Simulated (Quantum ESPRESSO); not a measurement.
# PbS (Galena): zone-centre phonons, part 3 of 4

Aim: the zone-centre modes of PbS (Galena).

Quantum ESPRESSO 7.5; DFT PBE, scalar-relativistic, plane waves, PseudoDojo norm-conserving pseudopotentials.

So far. Step 5 (Zone-centre response): The acoustic modes at Γ come out as far as 1.9 cm⁻¹ from zero, where they should vanish, a small numerical error; the Born charges miss their sum rule by 0.0012 e, which is good. Step 6 (Modes with the sum rule): The rule moves no optical mode by more than 0.1 cm⁻¹.

The database entry behind the starting cell differs from later determinations by our own check (about 0.1 % short), so it need not match the best structure at ambient conditions.

### 7. A frozen mode

The atoms are moved along one mode, by 0.015 Å at most in any Cartesian component, and the restoring forces give its frequency without the response code: a check of the response kernel of this functional.

The input, frozen.in:

```
&CONTROL
  calculation = 'scf'
  prefix      = 'x'
  outdir      = './tmp'
  pseudo_dir  = './pseudo'
  tprnfor     = .true.
/
&SYSTEM
  ibrav       = 2
  celldm(1)   = 11.35599363
  nat         = 2
  ntyp        = 2
  ecutwfc     = 68.0
  occupations = 'fixed'
  nbnd        = 12
/
&ELECTRONS
  conv_thr         = 1.0d-11
  mixing_beta      = 0.7
  electron_maxstep = 100
/
ATOMIC_SPECIES
 Pb    207.2000  Pb.upf
 S      32.0600  S.upf
ATOMIC_POSITIONS crystal
 Pb     0.000386268  -0.000386268   0.000386268
 S      0.497503883   0.502496117   0.497503883
K_POINTS automatic
 12 12 12 0 0 0
```

Command:

```console
$ OMP_NUM_THREADS=1 mpirun -n 4 pw.x -nk 4 -in frozen.in > frozen.out
```

What it wrote:

```text
[banner, memory and clock lines left out]
Program PWSCF v.7.5

     G-vector sticks info

     bravais-lattice index     =            2
     lattice parameter (alat)  =      11.3560  a.u.
     unit-cell volume          =     366.1132 (a.u.)^3
     number of atoms/cell      =            2
     number of atomic types    =            2
     number of electrons       =        20.00
     number of Kohn-Sham states=           12
     kinetic-energy cutoff     =      68.0000  Ry
     charge density cutoff     =     272.0000  Ry
     scf convergence threshold =      1.0E-11
     mixing beta               =       0.7000
     number of iterations used =            8  plain     mixing
     Exchange-correlation= PBE
                           (   1   4   3   4   0   0   0)

     celldm(1)=  11.355994  celldm(2)=   0.000000  celldm(3)=   0.000000
     celldm(4)=   0.000000  celldm(5)=   0.000000  celldm(6)=   0.000000

     crystal axes: (cart. coord. in units of alat)
               a(1) = (  -0.500000   0.000000   0.500000 )
               a(2) = (   0.000000   0.500000   0.500000 )
               a(3) = (  -0.500000   0.500000   0.000000 )

     reciprocal axes: (cart. coord. in units 2 pi/alat)
               b(1) = ( -1.000000 -1.000000  1.000000 )
               b(2) = (  1.000000  1.000000  1.000000 )
               b(3) = ( -1.000000  1.000000 -1.000000 )

     PseudoPot. # 1 for Pb read from file:
     ./pseudo/Pb.upf
     Pseudo is Norm-conserving + core correction, Zval = 14.0
     Using radial grid of 1678 points,  6 beta functions with:
                l(1) =   0
                l(2) =   0
                l(3) =   1
                l(4) =   1
                l(5) =   2
                l(6) =   2

     PseudoPot. # 2 for S  read from file:
     ./pseudo/S.upf
     Pseudo is Norm-conserving + core correction, Zval =  6.0
     Using radial grid of 1148 points,  6 beta functions with:
                l(1) =   0
                l(2) =   0
                l(3) =   1
                l(4) =   1
                l(5) =   2
                l(6) =   2

     atomic species   valence    mass     pseudopotential
     Pb               14.00   207.20000     Pb( 1.00)
     S                 6.00    32.06000     S ( 1.00)

      8 Sym. Ops. (no inversion) found

   Cartesian axes

     site n.     atom                  positions (alat units)
         1        Pb     tau(   1) = (  -0.0003863   0.0000000   0.0000000  )
         2        S      tau(   2) = (  -0.4975039   0.5000000   0.5000000  )

     number of k points=   163

     Number of k-points >= 100: set verbosity='high' to print them.

     Dense  grid:    27725 G-vectors     FFT dimensions: (  45,  45,  45)

     Initial potential from superposition of free atoms

     starting charge      19.9978, renormalised to      20.0000
     Starting wfcs are   13 randomized atomic wfcs

     per-process dynamical memory:    49.1 Mb

     Self-consistent Calculation

     iteration #  1     ecut=    68.00 Ry     beta= 0.70
     Davidson diagonalization with overlap
     ethr =  1.00E-02,  avg # of iterations =  2.1

     Threshold (ethr) on eigenvalues was too large:
     Diagonalizing with lowered threshold

     Davidson diagonalization with overlap
     ethr =  7.31E-04,  avg # of iterations =  2.0

     total energy              =    -162.79081185 Ry
     estimated scf accuracy    <       0.14041232 Ry

     iteration #  2     ecut=    68.00 Ry     beta= 0.70
     Davidson diagonalization with overlap
     ethr =  7.02E-04,  avg # of iterations =  2.9

     total energy              =    -162.82832280 Ry
     estimated scf accuracy    <       0.12234894 Ry

     iteration #  3     ecut=    68.00 Ry     beta= 0.70
     Davidson diagonalization with overlap
     ethr =  6.12E-04,  avg # of iterations =  2.0

     total energy              =    -162.85213599 Ry
     estimated scf accuracy    <       0.00052703 Ry

     iteration #  4     ecut=    68.00 Ry     beta= 0.70
     Davidson diagonalization with overlap
     c_bands:  1 eigenvalues not converged
     ethr =  2.64E-06,  avg # of iterations =  7.4

     total energy              =    -162.85254043 Ry
     estimated scf accuracy    <       0.00047599 Ry

     iteration #  5     ecut=    68.00 Ry     beta= 0.70
     Davidson diagonalization with overlap
     ethr =  2.38E-06,  avg # of iterations =  2.1

     total energy              =    -162.85258791 Ry
     estimated scf accuracy    <       0.00002450 Ry

     iteration #  6     ecut=    68.00 Ry     beta= 0.70
     Davidson diagonalization with overlap
     ethr =  1.23E-07,  avg # of iterations =  3.3

     total energy              =    -162.85259452 Ry
     estimated scf accuracy    <       0.00000021 Ry

     iteration #  7     ecut=    68.00 Ry     beta= 0.70
     Davidson diagonalization with overlap
     ethr =  1.03E-09,  avg # of iterations =  4.3

     total energy              =    -162.85259463 Ry
     estimated scf accuracy    <       0.00000026 Ry

     iteration #  8     ecut=    68.00 Ry     beta= 0.70
     Davidson diagonalization with overlap
     ethr =  1.03E-09,  avg # of iterations =  2.0

     total energy              =    -162.85259461 Ry
     estimated scf accuracy    <       0.00000005 Ry

     iteration #  9     ecut=    68.00 Ry     beta= 0.70
     Davidson diagonalization with overlap
     ethr =  2.27E-10,  avg # of iterations =  3.1

     total energy              =    -162.85259463 Ry
     estimated scf accuracy    <       0.00000002 Ry

     iteration # 10     ecut=    68.00 Ry     beta= 0.70
     Davidson diagonalization with overlap
     ethr =  9.70E-11,  avg # of iterations =  2.0

     total energy              =    -162.85259463 Ry
     estimated scf accuracy    <          1.9E-11 Ry

     iteration # 11     ecut=    68.00 Ry     beta= 0.70
     Davidson diagonalization with overlap
     ethr =  1.00E-13,  avg # of iterations =  5.1

     total energy              =    -162.85259463 Ry
     estimated scf accuracy    <          1.2E-11 Ry

     iteration # 12     ecut=    68.00 Ry     beta= 0.70
     Davidson diagonalization with overlap
     ethr =  1.00E-13,  avg # of iterations =  2.1

     End of self-consistent calculation

     Number of k-points >= 100: set verbosity='high' to print the bands.

     highest occupied, lowest unoccupied level (ev):     8.0522    8.5583

!    total energy              =    -162.85259463 Ry
     estimated scf accuracy    <          1.6E-14 Ry

     The total energy is the sum of the following terms:
     one-electron contribution =     -38.01560950 Ry
     hartree contribution      =      31.19109249 Ry
     xc contribution           =     -46.24011260 Ry
     ewald contribution        =    -109.78796502 Ry

     convergence has been achieved in  12 iterations

     Forces acting on atoms (cartesian axes, Ry/au):

     atom    1 type  1   force =     0.00016713    0.00000000   -0.00000000
     atom    2 type  2   force =    -0.00016713   -0.00000000    0.00000000

     Total force =     0.000236     Total SCF correction =     0.000000

     XML data file, charge density, pseudopotentials, collected wavefunctions
```

Wall time 46 s (4 MPI ranks of Arm Neoverse V1, shared host); 3.1 min of CPU time.

Read from the output:

```yaml
gap_on_the_k_mesh: 0.5061 eV
frequency_from_the_forces: 49.3 cm⁻¹
frequency_from_linear_response: 49 cm⁻¹
```

The forces give 49.3 cm⁻¹ against 49.0 cm⁻¹ from linear response after the sum rule.

### 8. Modes along a direction of q (1 0 0)

A longitudinal polar mode sets up a macroscopic field that stiffens it; the term hangs on the direction from which q goes to zero.

The input, dynmat.in:

```
&INPUT
  fildyn = 'g.dyn'
  asr    = 'simple'
  fileig = 'dynmat.eig'
  q(1)   = 1.0
  q(2)   = 0.0
  q(3)   = 0.0
/
```

Command:

```console
$ dynmat.x -in dynmat.in > dynmat.out
```

What it wrote:

```text
[banner, memory and clock lines left out]
Program DYNMAT v.7.5

     Reading Dynamical Matrix from file g.dyn
     ...Force constants read
     ...epsilon and Z* read

     Polarizability (A^3 units)
     multiply by 0.166003 for Clausius-Mossotti correction
        65.069910   -0.000000   -0.000000
        -0.000000   65.069910    0.000000
        -0.000000    0.000000   65.069910

     IR activities are in (D/A)^2/amu units

# mode   [cm-1]    [THz]      IR
    1     -0.00   -0.0000    0.0000
    2     -0.00   -0.0000    0.0000
    3      0.00    0.0000    0.0000
    4     48.95    1.4675   15.6803
    5     48.95    1.4675   15.6803
    6    201.87    6.0519   15.6803
```

Run time: 0.45 s. Hardware: 1 thread.

Numbers from this step:

| Property | Result |
| --- | --- |
| highest mode moved by the LO-TO term | 201.9 cm⁻¹ |

Zone-centre frequencies as printed; negative means imaginary. Modes:

| mode | frequency (cm⁻¹) |
| --- | --- |
| 1 | 0 |
| 2 | 0 |
| 3 | 0 |
| 4 | 48.95 |
| 5 | 48.95 |
| 6 | 201.9 |

The field moves one mode, from 49 to 202 cm⁻¹; the others stay.

### 9. Self-consistent run for the response, volume × 0.94

Bonds stiffen under compression, so frequencies follow the volume; the atoms are not relaxed anew.

The input, scf.in:

```
&CONTROL
  calculation = 'scf'
  prefix      = 'x'
  outdir      = './tmp'
  pseudo_dir  = './pseudo'
  tprnfor     = .true.
  tstress     = .true.
/
&SYSTEM
  ibrav       = 2
  celldm(1)   = 11.12417361
  nat         = 2
  ntyp        = 2
  ecutwfc     = 68.0
  occupations = 'fixed'
  nbnd        = 12
/
&ELECTRONS
  conv_thr         = 1.0d-12
  mixing_beta      = 0.7
  electron_maxstep = 100
/
ATOMIC_SPECIES
 Pb    207.2000  Pb.upf
 S      32.0600  S.upf
ATOMIC_POSITIONS crystal
 Pb     0.000000000   0.000000000   0.000000000
 S      0.500000000   0.500000000   0.500000000
K_POINTS automatic
 12 12 12 0 0 0
```

Command:

```console
$ OMP_NUM_THREADS=1 mpirun -n 4 pw.x -nk 4 -in scf.in > scf.out
```

What it wrote:

```text
[banners, grids, parts of the stress and lines that vanish by symmetry left out]
[banner, memory and clock lines left out]
Program PWSCF v.7.5

[...]
kinetic-energy cutoff     =      68.0000  Ry
     charge density cutoff     =     272.0000  Ry
     scf convergence threshold =      1.0E-12
[...]
Exchange-correlation= PBE
                           (   1   4   3   4   0   0   0)
[...]
48 Sym. Ops., with inversion, found
[...]
number of k points=    72
[...]
End of self-consistent calculation
[...]
highest occupied, lowest unoccupied level (ev):     9.1047    9.3877
!    total energy              =    -162.84993843 Ry
[...]
convergence has been achieved in  12 iterations
[...]
atom    1 type  1   force =    -0.00000000   -0.00000000    0.00000000
     atom    2 type  2   force =    -0.00000000   -0.00000000    0.00000000
     Total force =     0.000000     Total SCF correction =     0.000000
[...]
total   stress  (Ry/bohr**3)                   (kbar)     P=       37.53
[...]
XML data file, charge density, pseudopotentials, collected wavefunctions
```

The job ended after 22 s (4 MPI ranks).

This step gave:

* volume per atom: 25.50 Å³
* pressure: 3.753 GPa
* gap on the k-mesh: 0.2830 eV

### 10. Linear response at Γ, volume × 0.94

It starts from a fresh copy of the ground state of step 9.

The input, ph.in:

```
phonons
&INPUTPH
  prefix = 'x'
  outdir = './tmp'
  fildyn = 's.dyn'
  tr2_ph = 1.0d-18
  epsil  = .true.
/
0.000000000000 0.000000000000 0.000000000000
```

Command:

```console
$ OMP_NUM_THREADS=1 mpirun -n 4 ph.x -nk 4 -in ph.in > ph.out
```

What it wrote:

```text
[banners, grids, parts of the stress and lines that vanish by symmetry left out]
[banner, memory and clock lines left out]
Program PHONON v.7.5

[...]
Exchange-correlation= PBE
                           (   1   4   3   4   0   0   0)
[...]
kinetic-energy cut-off    =      68.0000  Ry
     charge density cut-off    =     272.0000  Ry
     convergence threshold     =      1.0E-18
[...]
Exchange-correlation= PBE
                           (   1   4   3   4   0   0   0)
[...]
q = (   0.0000000   0.0000000   0.0000000 )
     49 Sym.Ops. (with q -> -q+G )
     G cutoff =  852.5987  (  26229 G-vectors)     FFT grid: ( 45, 45, 45)
     number of k points=    72
[...]
Mode symmetry, O_h (m-3m)  point group:
[...]
Dielectric constant
[...]
End of electric fields calculation
          Dielectric constant in cartesian axis
          (      21.667801971       0.000000000       0.000000000 )
          (       0.000000000      21.667801971      -0.000000000 )
          (       0.000000000      -0.000000000      21.667801971 )
```

Wall time 2.8 min (4 MPI ranks).

The run was cut off at its time limit.

### 11. Self-consistent run for the response, volume × 0.97

scf.in: that of step 9 with these lines changed.

```diff
@@ -10,3 +10,3 @@
   ibrav       = 2
-  celldm(1)   = 11.12417361
+  celldm(1)   = 11.24127878
   nat         = 2
```

Command:

```console
$ OMP_NUM_THREADS=1 mpirun -n 4 pw.x -nk 4 -in scf.in > scf.out
```

What it wrote:

```text
[banners, grids, parts of the stress and lines that vanish by symmetry left out]
[banner, memory and clock lines left out]
Program PWSCF v.7.5

[...]
kinetic-energy cutoff     =      68.0000  Ry
     charge density cutoff     =     272.0000  Ry
     scf convergence threshold =      1.0E-12
[...]
Exchange-correlation= PBE
                           (   1   4   3   4   0   0   0)
[...]
48 Sym. Ops., with inversion, found
[...]
number of k points=    72
[...]
End of self-consistent calculation
[...]
highest occupied, lowest unoccupied level (ev):     8.5599    8.9602
!    total energy              =    -162.85196555 Ry
[...]
convergence has been achieved in  11 iterations
[...]
atom    1 type  1   force =     0.00000000    0.00000000    0.00000000
     atom    2 type  2   force =     0.00000000   -0.00000000    0.00000000
     Total force =     0.000000     Total SCF correction =     0.000000
[...]
total   stress  (Ry/bohr**3)                   (kbar)     P=       17.30
[...]
XML data file, charge density, pseudopotentials, collected wavefunctions
```

It took 20 s on 4 MPI ranks.

Numbers from this step:

```
volume per atom   : 26.31 Å³
pressure          : 1.730 GPa
gap on the k-mesh : 0.4003 eV
```

### 12. Linear response at Γ, volume × 0.97

It starts from a fresh copy of the ground state of step 11.

ph.in is that of step 10.

Command:

```console
$ OMP_NUM_THREADS=1 mpirun -n 4 ph.x -nk 4 -in ph.in > ph.out
```

What it wrote:

```text
[banners, grids, parts of the stress and lines that vanish by symmetry left out]
[banner, memory and clock lines left out]
Program PHONON v.7.5

[...]
Exchange-correlation= PBE
                           (   1   4   3   4   0   0   0)
[...]
kinetic-energy cut-off    =      68.0000  Ry
     charge density cut-off    =     272.0000  Ry
     convergence threshold     =      1.0E-18
[...]
Exchange-correlation= PBE
                           (   1   4   3   4   0   0   0)
[...]
q = (   0.0000000   0.0000000   0.0000000 )
     49 Sym.Ops. (with q -> -q+G )
     G cutoff =  870.6440  (  26813 G-vectors)     FFT grid: ( 45, 45, 45)
     number of k points=    72
[...]
Mode symmetry, O_h (m-3m)  point group:
[...]
Dielectric constant
[...]
End of electric fields calculation
          Dielectric constant in cartesian axis
          (      17.613453814      -0.000000000      -0.000000000 )
          (      -0.000000000      17.613453814       0.000000000 )
          (      -0.000000000       0.000000000      17.613453814 )
          Effective charges (d Force / dE) in cartesian axis without acoustic sum rule applied (asr)
           atom    1  Pb    Mean Z*:        4.31596
      Ex  (        4.31596        0.00000       -0.00000 )
      Ey  (        0.00000        4.31596       -0.00000 )
      Ez  (        0.00000       -0.00000        4.31596 )
           atom    2  S     Mean Z*:       -4.31559
      Ex  (       -4.31559        0.00000        0.00000 )
      Ey  (        0.00000       -4.31559       -0.00000 )
      Ez  (        0.00000       -0.00000       -4.31559 )
          Effective charges Sum: Mean:        0.00037
[...]
Effective charges (d Force / dE) in cartesian axis with asr applied:
           atom    1  Pb    Mean Z*:        4.31578
[...]
atom    2  S     Mean Z*:       -4.31578
[...]
Representation #   1 modes #   1   2   3

     Self-consistent Calculation
```

The job ended after 2.9 min (4 MPI ranks).

The run was cut off at its time limit.

### 13. Ground state, volume × 1.03

scf.in: that of step 11 with these lines changed.

```diff
@@ -10,3 +10,3 @@
   ibrav       = 2
-  celldm(1)   = 11.24127878
+  celldm(1)   = 11.46843653
   nat         = 2
```

Command:

```console
$ OMP_NUM_THREADS=1 mpirun -n 4 pw.x -nk 4 -in scf.in > scf.out
```

What it wrote:

```text
[banners, grids, parts of the stress and lines that vanish by symmetry left out]
[banner, memory and clock lines left out]
Program PWSCF v.7.5

[...]
kinetic-energy cutoff     =      68.0000  Ry
     charge density cutoff     =     272.0000  Ry
     scf convergence threshold =      1.0E-12
[...]
Exchange-correlation= PBE
                           (   1   4   3   4   0   0   0)
[...]
48 Sym. Ops., with inversion, found
[...]
number of k points=    72
[...]
End of self-consistent calculation
[...]
highest occupied, lowest unoccupied level (ev):     7.5816    8.1760
!    total energy              =    -162.85204098 Ry
[...]
convergence has been achieved in  13 iterations
[...]
atom    1 type  1   force =    -0.00000000    0.00000000   -0.00000000
     atom    2 type  2   force =     0.00000000   -0.00000000    0.00000000
     Total force =     0.000000     Total SCF correction =     0.000000
[...]
total   stress  (Ry/bohr**3)                   (kbar)     P=      -14.59
[...]
XML data file, charge density, pseudopotentials, collected wavefunctions
```

Wall time 23 s (4 MPI ranks).

This step gave:

* volume per atom: 27.94 Å³
* pressure: -1.459 GPa
* gap on the k-mesh: 0.5944 eV

(Continued in part 4 of 4.)

[Host names and launcher messages were left out of these logs when they were recorded.]

[Logs are printed without paths, hosts, clocks, repeated set-up lines and the standing remarks that a program may print on its own settings, such as how far it seeks lower states.]

[Hosts, paths, dates, database ids (printed as entryN), source tags and the programs' standing remarks are cut or masked in the printed files.]
